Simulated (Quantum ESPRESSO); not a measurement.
## CeO2 (Fm-3m): zone-centre phonons

Aim: the zone-centre modes of CeO2 (Fm-3m).

Main program and level: Quantum ESPRESSO 7.5; DFT LDA, scalar-relativistic, plane waves, JTH PAW pseudopotentials.

Experimental background.

For CeO2, cubic fluorite (NIST standard powder, 100 micrometre thin sample, 25 keV beam), “New synchrotron powder diffraction facility for long-duration experiments” (2017, pmc:5294393) gives, by synchrotron X-ray powder diffraction, refinement: lattice constant a (cubic a, average of weekly measurements over 17 weeks) 5.41168 ± 2e-05 Å [Average of repeated refinements on a certified reference powder (certified a = 5.41165 …].

For CeO2, fluorite (strain-free reference powder, 300 K), “Probing individual layers in functional oxide multilayers by wavelength-dependent Raman scattering” (2012, arxiv:1205.3334) gives, by Raman scattering: Raman mode (F2g) about 465 cm⁻¹.

This is a report of a sequence of runs, with most program output left out.

**1. Set-up**

The structure is cubic, space group Fm-3m (No. 225). The conventional cell has a = 5.407 Å, b = 5.407 Å, c = 5.407 Å, α = 90.00°, β = 90.00°, γ = 90.00°. Ce has 8 O at 2.34 Å nearest. Nearest to O lie 4 Ce at 2.34 Å. Farther neighbours and most contacts between anions are not listed.

**2. A probe with smearing**

Before anything dear is run, a loose run with smearing shows whether this is a metal and how far the cell is from rest.

probe.in

```
&control
   calculation = 'scf'
   prefix = 'x'
   outdir = './tmp'
   pseudo_dir = './pseudo'
   tprnfor = .true.
   tstress = .true.
   verbosity = 'high'
/
&system
   ibrav = 0
   nat = 3
   ntyp = 2
   ecutwfc = 50.0
   ecutrho = 250.0
   occupations = 'smearing'
   smearing = 'gaussian'
   degauss = 0.01
/
&electrons
   conv_thr = 1.0d-07
   mixing_beta = 0.7
   electron_maxstep = 100
/
ATOMIC_SPECIES
 Ce    140.1160  Ce.upf
 O      15.9990  O.upf
CELL_PARAMETERS angstrom
     0.000000000    2.703650000    2.703650000
     2.703650000    0.000000000    2.703650000
     2.703650000    2.703650000    0.000000000
ATOMIC_POSITIONS crystal
 Ce     0.000000000   0.000000000   0.000000000
 O      0.250000000   0.250000000   0.250000000
 O      0.750000000   0.750000000   0.750000000
K_POINTS automatic
 6 6 6 0 0 0
```

On the command line:

```console
$ OMP_NUM_THREADS=1 mpirun -n 4 pw.x -nk 4 -in probe.in > probe.out
```

It took 14 s on 4 MPI ranks of Arm Neoverse V2, shared host; 55 s of CPU time.

Numbers from this step:

```yaml
volume_per_atom: 13.18 Å³
pressure: -2.211 GPa
gap_on_the_k_mesh: 2.023 eV
```

A gap of 2.0 eV opens on this mesh, so the crystal is taken as an insulator; the start stands at -2.2 GPa.

**3. Relaxing the cell and atoms**

The harmonic expansion starts where the forces on the atoms vanish, and stress shifts the frequencies, so cell and atoms are relaxed with tight thresholds.

relax.in

```
&control
   calculation = 'vc-relax'
   prefix = 'x'
   outdir = './tmp'
   pseudo_dir = './pseudo'
   tprnfor = .true.
   tstress = .true.
   forc_conv_thr = 2.0d-05
   etot_conv_thr = 1.0d-07
   nstep = 40
/
&system
   ibrav = 0
   nat = 3
   ntyp = 2
   ecutwfc = 50.0
   ecutrho = 250.0
   occupations = 'fixed'
   nbnd = 14
/
&electrons
   conv_thr = 1.0d-11
   mixing_beta = 0.7
   electron_maxstep = 100
/
&ions
/
&cell
   press_conv_thr = 0.2
/
ATOMIC_SPECIES
 Ce    140.1160  Ce.upf
 O      15.9990  O.upf
CELL_PARAMETERS angstrom
     0.000000000    2.703650000    2.703650000
     2.703650000    0.000000000    2.703650000
     2.703650000    2.703650000    0.000000000
ATOMIC_POSITIONS crystal
 Ce     0.000000000   0.000000000   0.000000000
 O      0.250000000   0.250000000   0.250000000
 O      0.750000000   0.750000000   0.750000000
K_POINTS automatic
 8 8 8 0 0 0
```

On the command line:

```console
$ OMP_NUM_THREADS=1 mpirun -n 4 pw.x -nk 4 -in relax.in > relax.out
```

Elapsed: 2.2 min, on 4 MPI ranks.

Step by step:

```tsv
step	energy less that of the first step (eV)	largest force (eV/Å)	pressure (GPa)	volume (Å³)
1	0.0000	0.0000	-2.24	39.53
2	-0.0031	0.0000	0.03	39.08
3	-0.0031	0.0000	0.00	39.08
4	-0.0020	0.0000	0.02	39.08
```

```tsv
conventional cell, symmetrised	before	after	change
a (Å)	5.407	5.387	-0.4 %
b (Å)	5.407	5.387	-0.4 %
c (Å)	5.407	5.387	-0.4 %
volume (Å³/atom)	13.18	13.03	-1.1 %
```

Final coordinates:

```xyz
3
Lattice="0.0000 2.6935 2.6935 2.6935 0.0000 2.6935 2.6935 2.6935 0.0000" Properties=species:S:1:pos:R:3 pbc="T T T"
Ce    0.0000    0.0000    0.0000
O     1.3468    1.3468    1.3468
O     4.0403    4.0403    4.0403
```

The last row of the table of steps is pw.x's closing run on a basis chosen anew for the final cell, so its energy can jump.

This step gave:

- volume per atom: 13.03 Å³
- pressure: 0.017 GPa
- gap on the k-mesh: 1.938 eV

The volume changes by -1.1 % from the cell with which this run began.

**4. Self-consistent run for the response**

Perturbation theory inherits every error of the wavefunctions, so the threshold is set near the limit of the arithmetic. With a gap, occupations are fixed, which also allows the response to an electric field.

scf.in

```
&control
   calculation = 'scf'
   prefix = 'x'
   outdir = './tmp'
   pseudo_dir = './pseudo'
   tprnfor = .true.
   tstress = .true.
/
&system
   ibrav = 0
   nat = 3
   ntyp = 2
   ecutwfc = 50.0
   ecutrho = 250.0
   occupations = 'fixed'
   nbnd = 14
/
&electrons
   conv_thr = 1.0d-12
   mixing_beta = 0.7
   electron_maxstep = 100
/
ATOMIC_SPECIES
 Ce    140.1160  Ce.upf
 O      15.9990  O.upf
CELL_PARAMETERS angstrom
     0.000000000    2.693507018    2.693507018
     2.693507018    0.000000000    2.693507018
     2.693507018    2.693507018    0.000000000
ATOMIC_POSITIONS crystal
 Ce     0.000000000   0.000000000   0.000000000
 O      0.250000000   0.250000000   0.250000000
 O      0.750000000   0.750000000   0.750000000
K_POINTS automatic
 8 8 8 0 0 0
```

On the command line:

```console
$ OMP_NUM_THREADS=1 mpirun -n 4 pw.x -nk 4 -in scf.in > scf.out
```

Elapsed: 39 s, on 4 MPI ranks.

The cell stands at 0.017 GPa, close enough for phonons.

**5. Zone-centre response**

At q = 0 one unit cell holds all displacements; symmetry groups them into irreducible representations that are solved one by one. The response to a field gives ε∞ and the Born charges, which polar modes need.

ph.in

```
phonons
&inputph
   prefix = 'x'
   outdir = './tmp'
   fildyn = 'g.dyn'
   tr2_ph = 1.0d-18
   epsil = .true.
/
0.000000000000 0.000000000000 0.000000000000
```

On the command line:

```console
$ OMP_NUM_THREADS=1 mpirun -n 4 ph.x -nk 4 -in ph.in > ph.out
```

Elapsed: 3.6 min, on 4 MPI ranks; 14 min of CPU time.

This step gave:

```
miss of the charge sum rule                                       : 0.001730 e
largest acoustic frequency at the zone centre before the sum rule : -0.67 cm⁻¹
highest optical zone-centre mode (no LO-TO term)                  : 444.8 cm⁻¹
lowest optical zone-centre mode                                   : 300.2 cm⁻¹
mean high-frequency dielectric constant                           : 7.934
largest Born charge in size (third of the trace)                  : 5.764 e
```

Born charge (rows field, columns displacement), before the sum rule (e), principal values of the symmetric part by kind of site:

```tsv
atom	atoms with these values	low	middle	high	mean
Ce1	1	5.76	5.76	5.76	5.76
O2	2	-2.88	-2.88	-2.88	-2.88
```

In full for O2:

```
-2.88  0.00  0.00
 0.00 -2.88  0.00
 0.00  0.00 -2.88
```

High-frequency dielectric tensor:

```
7.93 0.00 0.00
0.00 7.93 0.00
0.00 0.00 7.93
```

The acoustic modes at Γ come out as far as 0.7 cm⁻¹ from zero, where they should vanish, a small numerical error; the Born charges miss their sum rule by 0.0017 e, which is good.

**6. Modes with the sum rule**

A rigid shift of the crystal must cost nothing, but grids and finite bases break this; the acoustic sum rule is imposed before the matrix is diagonalised again. With Born charges the intensities follow, and the static dielectric tensor.

dynmat.in

```
&input
   fildyn = 'g.dyn'
   asr = 'simple'
   fileig = 'dynmat.eig'
   lperm = .true.
/
```

On the command line:

```console
$ dynmat.x -in dynmat.in > dynmat.out
```

Wall time 0.47 s (1 thread).

Read from the output:

| Property | Result |
| --- | --- |
| mean static dielectric constant | 25.75 |

Unit eigenvectors of the mass-weighted matrix after the sum rule; no LO-TO term. The modes at Γ (shares of kinetic energy by element, %):

```tsv
mode	frequency (cm⁻¹)	symmetry	Ce %	O %
1	0.0	acoustic	81	19
2	0.0	acoustic	81	19
3	0.0	acoustic	81	19
4	300.2	T1u	19	81
5	300.2	T1u	19	81
6	300.2	T1u	19	81
7	444.8	T2g	0	100
8	444.8	T2g	0	100
9	444.8	T2g	0	100
```

Displacements in mode 4 (300.2 cm⁻¹), the largest set to 1:
```
Ce1  0.03  0.07 -0.23
O2  -0.15 -0.29  1.00
O3  -0.15 -0.29  1.00
```

Displacements in mode 8 (444.8 cm⁻¹), the largest set to 1:
```
Ce1  0.00  0.00  0.00
O2   0.00  0.00  1.00
O3   0.00  0.00 -1.00
```

Degenerate modes summed, no LO-TO term. Infrared lines, with heights relative to the strongest:

```tsv
position (cm⁻¹)	lines merged	label	IR intensity, relative
300	3	T1u	100
445	3	T2g	0.0
```

Static dielectric tensor (ions relaxed, fixed cell):

```
25.75  0.00  0.00
 0.00 25.75  0.00
 0.00  0.00 25.75
```

The rule moves no optical mode by more than 0.1 cm⁻¹.

**7. Modes along a direction of q (1 0 0)**

A longitudinal polar mode sets up a macroscopic field that stiffens it; the term hangs on the direction from which q goes to zero.

dynmat.in

```
&input
   fildyn = 'g.dyn'
   asr = 'simple'
   fileig = 'dynmat.eig'
   q(1) = 1.0
   q(2) = 0.0
   q(3) = 0.0
/
```

On the command line:

```console
$ dynmat.x -in dynmat.in > dynmat.out
```

Elapsed: 0.47 s, on 1 thread.

This step gave:

```yaml
highest_mode_moved_by_the_lo_to_term: 540.9 cm⁻¹
```

Zone-centre frequencies as printed; negative means imaginary. Modes:

```tsv
mode	frequency (cm⁻¹)
1	0
2	0
3	0
4	300.2
5	300.2
6	444.8
7	444.8
8	444.8
9	540.9
```

The field moves one mode, from 300 to 541 cm⁻¹; the others stay.

**8. Outcome**

```json
{
  "space group after relaxation": "Fm-3m",
  "volume per atom": "13.0 Å³",
  "gap on the k-mesh": "1.94 eV",
  "highest optical zone-centre mode (no LO-TO term)": "444.8 cm⁻¹",
  "lowest optical zone-centre mode": "300.2 cm⁻¹",
  "highest mode moved by the LO-TO term": "540.9 cm⁻¹",
  "mean high-frequency dielectric constant": "7.93",
  "largest Born charge in size (third of the trace)": "5.76 e",
  "mean static dielectric constant": "25.7",
  "imaginary optical modes at the zone centre (no q mesh in this session)": "none"
}
```

At the LDA level the optical modes of CeO2 (Fm-3m) at the zone centre (no LO-TO term) run from 300 to 445 cm⁻¹. Along the directions run, the highest mode that the macroscopic field moves lies at 541 cm⁻¹. Lattice motion raises the mean dielectric constant from 7.934 to 25.75. Of the 6 optical modes, 3 are infrared active alone and 3 are Raman active alone; inversion symmetry keeps the two sets apart. Left out of this account: PBE with JTH PAW, since it is gradient-corrected and no frozen-mode check or second program bears its response out. What is said of the levels holds for those shown. These are harmonic frequencies at zero temperature: anharmonic shifts and linewidths and thermal expansion are left out. Spin-orbit coupling is left out, which can matter for the heavy elements here.

Comparison with the measured values:

| quantity | measured | LDA JTH, Quantum ESPRESSO |
| --- | --- | --- |
| lattice constant a (Å) | 5.41168 | 5.387 (-0.5 %) |
| Raman mode, F2g (cm⁻¹) | 465 | 445 (-4.3 %) |

Measured values from pmc:5294393 (2017) and arxiv:1205.3334 (2012).

**Verdict.** The lattice constant a is off by -0.5 %: good agreement. The Raman mode is off by -4.3 %: fair agreement. The grades are ours: good and fair within 0.7 and 1.5 % for the lattice constant a and 3 and 7 % for the Raman mode. Zero-point motion and thermal expansion (measured at up to 300 K) are not in the computed lattice constants and Raman mode.

[Host names and launcher messages were left out of these logs when they were recorded.]

[Logs are printed without paths, hosts, clocks, repeated set-up lines and the standing remarks that a program may print on its own settings, such as how far it seeks lower states.]

[Hosts, paths, dates, database ids (printed as entryN), source tags and the programs' standing remarks are cut or masked in the printed files.]
